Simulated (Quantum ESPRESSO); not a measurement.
**SrO (Fm-3m): how pressure shifts the optical phonon**

Wanted: a fit of frequency against volume for SrO (Fm-3m), tested on a run that is left out of it.

Method: DFT LDA, scalar-relativistic, plane waves, PseudoDojo norm-conserving pseudopotentials, in Quantum ESPRESSO 7.5.

The database entry behind the starting cell differs from later determinations by our own check (about 0.5 % short), so it need not match the best structure at ambient conditions.

## Step 1: The relaxed structure

It takes space group Fm-3m (No. 225, cubic). Conventional cell: a = 5.061 Å, b = 5.061 Å, c = 5.061 Å, α = 90.00°, β = 90.00°, γ = 90.00°. Nearest to Sr lie 6 O at 2.53 Å. O has 6 Sr at 2.53 Å nearest. Farther neighbours and most contacts between anions are not listed.

Coordinates:

```cif
data_structure
_symmetry_space_group_name_H-M 'P 1'
_symmetry_Int_Tables_number 1
_cell_length_a 3.5787
_cell_length_b 3.5787
_cell_length_c 3.5787
_cell_angle_alpha 60.000
_cell_angle_beta 60.000
_cell_angle_gamma 60.000
_cell_volume 32.41
loop_
_atom_site_label
_atom_site_type_symbol
_atom_site_fract_x
_atom_site_fract_y
_atom_site_fract_z
_atom_site_occupancy
Sr1 Sr 0.50000 0.50000 0.50000 1
O2 O 0.00000 0.00000 0.00000 1
```

This is the cell after its relaxation at this level of theory, not the database cell from which that began.

## Step 2: Runs at several volumes

The relaxed cell is scaled uniformly; in this structure symmetry fixes all atoms, so nothing has to be relaxed anew. Each volume gets a ground state and a response at Γ. The mode followed is the highest one without the macroscopic field, of symmetry T1u; longitudinal polar modes lie higher. Cutoff 92 Ry, k mesh 8×8×8.

From the response at V/V₀ = 0.97:

The log of the run:

```text
[banners, grids, parts of the stress and lines that vanish by symmetry left out]
Program PHONON v.7.5
     Reading xml data from directory:

[...]
Exchange-correlation= PW
                           (   1   4   0   0   0   0   0)
[...]
kinetic-energy cut-off    =      92.0000  Ry
     charge density cut-off    =     368.0000  Ry
     convergence threshold     =      1.0E-18
[...]
Exchange-correlation= PW
                           (   1   4   0   0   0   0   0)
[...]
q = (   0.0000000   0.0000000   0.0000000 )
     49 Sym.Ops. (with q -> -q+G )
     G cutoff =  835.4806  (  25269 G-vectors)     FFT grid: ( 45, 45, 45)
     number of k points=    29
[...]
Mode symmetry, O_h (m-3m)  point group:
[...]
Dielectric constant
[...]
End of electric fields calculation
          Dielectric constant in cartesian axis
          (       3.883225623       0.000000000       0.000000000 )
          (       0.000000000       3.883225623       0.000000000 )
          (       0.000000000      -0.000000000       3.883225623 )
          Effective charges (d Force / dE) in cartesian axis without acoustic sum rule applied (asr)
           atom    1  Sr    Mean Z*:        2.49682
      Ex  (        2.49682        0.00000        0.00000 )
      Ey  (       -0.00000        2.49682       -0.00000 )
      Ez  (        0.00000       -0.00000        2.49682 )
           atom    2  O     Mean Z*:       -2.49715
      Ex  (       -2.49715       -0.00000       -0.00000 )
      Ey  (       -0.00000       -2.49715        0.00000 )
      Ez  (       -0.00000        0.00000       -2.49715 )
          Effective charges Sum: Mean:       -0.00034
[...]
Effective charges (d Force / dE) in cartesian axis with asr applied:
           atom    1  Sr    Mean Z*:        2.49699
[...]
atom    2  O     Mean Z*:       -2.49699
[...]
Representation #   1 modes #   1   2   3
[...]
End of self-consistent calculation
     Convergence has been achieved
     Representation #   2 modes #   4   5   6
[...]
End of self-consistent calculation
     Convergence has been achieved
[...]
Dielectric constant in cartesian axis
          (       3.883225623       0.000000000       0.000000000 )
          (       0.000000000       3.883225623       0.000000000 )
          (       0.000000000      -0.000000000       3.883225623 )
          Effective charges (d Force / dE) in cartesian axis without acoustic sum rule applied (asr)
           atom    1  Sr    Mean Z*:        2.49682
      Ex  (        2.49682        0.00000        0.00000 )
      Ey  (       -0.00000        2.49682       -0.00000 )
      Ez  (        0.00000       -0.00000        2.49682 )
           atom    2  O     Mean Z*:       -2.49715
      Ex  (       -2.49715       -0.00000       -0.00000 )
      Ey  (       -0.00000       -2.49715        0.00000 )
      Ez  (       -0.00000        0.00000       -2.49715 )
          Effective charges Sum: Mean:       -0.00034
[...]
Effective charges (d Force / dE) in cartesian axis with asr applied:
           atom    1  Sr    Mean Z*:        2.49699
[...]
atom    2  O     Mean Z*:       -2.49699
[...]
q = (    0.000000000   0.000000000   0.000000000 )
[...]
freq (    1) =      -0.040967 [THz] =      -1.366528 [cm-1]
     freq (    2) =      -0.040967 [THz] =      -1.366528 [cm-1]
     freq (    3) =      -0.040967 [THz] =      -1.366528 [cm-1]
     freq (    4) =       7.044014 [THz] =     234.962999 [cm-1]
     freq (    5) =       7.044014 [THz] =     234.962999 [cm-1]
     freq (    6) =       7.044014 [THz] =     234.962999 [cm-1]
[...]
Mode symmetry, O_h (m-3m)  point group:
     freq (   1-   3) =         -1.4  [cm-1]   --> T_1u G_15  G_4- I
     freq (   4-   6) =        235.0  [cm-1]   --> T_1u G_15  G_4- I

   JOB DONE.
```

One volume, V/V₀ = 1, is held back as a test.

| V/V₀ | volume (Å³/atom) | pressure (GPa) | ω (cm⁻¹) |
| --- | --- | --- | --- |
| 0.97 | 15.718 | 3.42 | 234.96 |
| 1 | 16.204 | 0.00 | held back |
| 1.03 | 16.690 | -2.89 | 198.47 |

## Step 3: The fit

The mode Grüneisen parameter is γ = −d ln ω / d ln V.

```csv
ln(V/V₀),ln ω
-0.0305,5.4594
0.0296,5.2906
```

A straight line through these points has the slope -2.812, so γ = 2.81; at V/V₀ = 1 it predicts ω = exp(5.3738 + 0.0000) = 215.67 cm⁻¹.

A parabola of pressure against ln V through V/V₀ = 0.97, 1 and 1.03 gives the bulk modulus B = −dP/d ln V = 105 GPa at V₀. With ω₀ from the fitted line the pressure coefficient follows as dω/dP = γ ω₀ / B = 2.81 × 215.7 / 105 = 5.78 cm⁻¹/GPa.

## Step 4: The run that was held back

The log of the run:

```text
[banners, grids, parts of the stress and lines that vanish by symmetry left out]
[banner, memory and clock lines left out]
Program PHONON v.7.5

[...]
Exchange-correlation= PW
                           (   1   4   0   0   0   0   0)
[...]
(   8 q-points):
[...]
kinetic-energy cut-off    =      92.0000  Ry
     charge density cut-off    =     368.0000  Ry
     convergence threshold     =      1.0E-18
[...]
Exchange-correlation= PW
                           (   1   4   0   0   0   0   0)
[...]
q = (   0.0000000   0.0000000   0.0000000 )
     49 Sym.Ops. (with q -> -q+G )
     G cutoff =  852.6195  (  26229 G-vectors)     FFT grid: ( 45, 45, 45)
     number of k points=    29
[...]
Mode symmetry, O_h (m-3m)  point group:
[...]
Dielectric constant
[...]
End of electric fields calculation
          Dielectric constant in cartesian axis
          (       3.862306682       0.000000000       0.000000000 )
          (      -0.000000000       3.862306682       0.000000000 )
          (       0.000000000      -0.000000000       3.862306682 )
          Effective charges (d Force / dE) in cartesian axis without acoustic sum rule applied (asr)
           atom    1  Sr    Mean Z*:        2.47556
      Ex  (        2.47556        0.00000       -0.00000 )
      Ey  (        0.00000        2.47556       -0.00000 )
      Ez  (       -0.00000       -0.00000        2.47556 )
           atom    2  O     Mean Z*:       -2.47586
      Ex  (       -2.47586       -0.00000        0.00000 )
      Ey  (        0.00000       -2.47586       -0.00000 )
[...]
Convergence has been achieved
[...]
Convergence has been achieved
[...]
Convergence has been achieved
[...]
q = (    0.000000000  -1.000000000   0.000000000 )
[...]
freq (    5) =       7.303801 [THz] =     243.628567 [cm-1]
     freq (    6) =       9.347606 [THz] =     311.802557 [cm-1]
[...]
Mode symmetry, D_4h(4/mmm) point group:
     freq (   1-   2) =        126.3  [cm-1]   --> E_u  X_5' M_5'
     freq (   3-   3) =        198.3  [cm-1]   --> A_2u X_4' M_4'
     freq (   4-   5) =        243.6  [cm-1]   --> E_u  X_5' M_5'
     freq (   6-   6) =        311.8  [cm-1]   --> A_2u X_4' M_4'
[...]
Mode symmetry, D_2d (-42m) point group:
[...]
Representation #   1 mode #   1
[...]
Convergence has been achieved
     Representation #   2 mode #   2
[...]
Convergence has been achieved
     Representation #   3 modes #   3   4
[...]
End of self-consistent calculation
     Convergence has been achieved
     Representation #   4 modes #   5   6
[...]
End of self-consistent calculation
     Convergence has been achieved
[...]
q = (   -0.500000000  -1.000000000   0.000000000 )
[...]
freq (    1) =       4.549778 [THz] =     151.764267 [cm-1]
     freq (    2) =       5.146250 [THz] =     171.660432 [cm-1]
     freq (    3) =       5.146250 [THz] =     171.660432 [cm-1]
     freq (    4) =       8.530403 [THz] =     284.543611 [cm-1]
     freq (    5) =       8.530403 [THz] =     284.543611 [cm-1]
     freq (    6) =       9.833552 [THz] =     328.011983 [cm-1]
[...]
Mode symmetry, D_2d (-42m) point group:
     freq (   1-   1) =        151.8  [cm-1]   --> A_1  X_1  W_1
     freq (   2-   3) =        171.7  [cm-1]   --> E    X_5  W_3
     freq (   4-   5) =        284.5  [cm-1]   --> E    X_5  W_3
     freq (   6-   6) =        328.0  [cm-1]   --> B_2  X_3  W_2
```

It gives 216.70 cm⁻¹ against the predicted 215.67 cm⁻¹, a miss of 1 cm⁻¹.

## Step 5: Outcome

| Item | Value |
| --- | --- |
| mode Grüneisen parameter | 2.812 |
| bulk modulus | 105 GPa |
| pressure coefficient | 5.78 cm⁻¹/GPa |

In words: The highest optical mode of SrO (Fm-3m) without the LO-TO term stiffens by 5.78 cm⁻¹ a GPa near the relaxed volume, with γ = 2.81. The power law meets all 3 runs within 0.48 %; between neighbouring volumes γ runs from 2.66 to 2.97. Such a coefficient turns a measured shift of this mode into a hydrostatic stress; uniaxial or biaxial stress splits the mode and needs deformation potentials. These are harmonic values at zero temperature for the structure held cubic, which a run at Γ can't show to be stable; the bulk modulus rests on three points.

[Host names and launcher messages were left out of these logs when they were recorded.]

[Logs are printed without paths, hosts, clocks, repeated set-up lines and the standing remarks that a program may print on its own settings, such as how far it seeks lower states.]

[Hosts, paths, dates, database ids (printed as entryN), source tags and the programs' standing remarks are cut or masked in the printed files.]
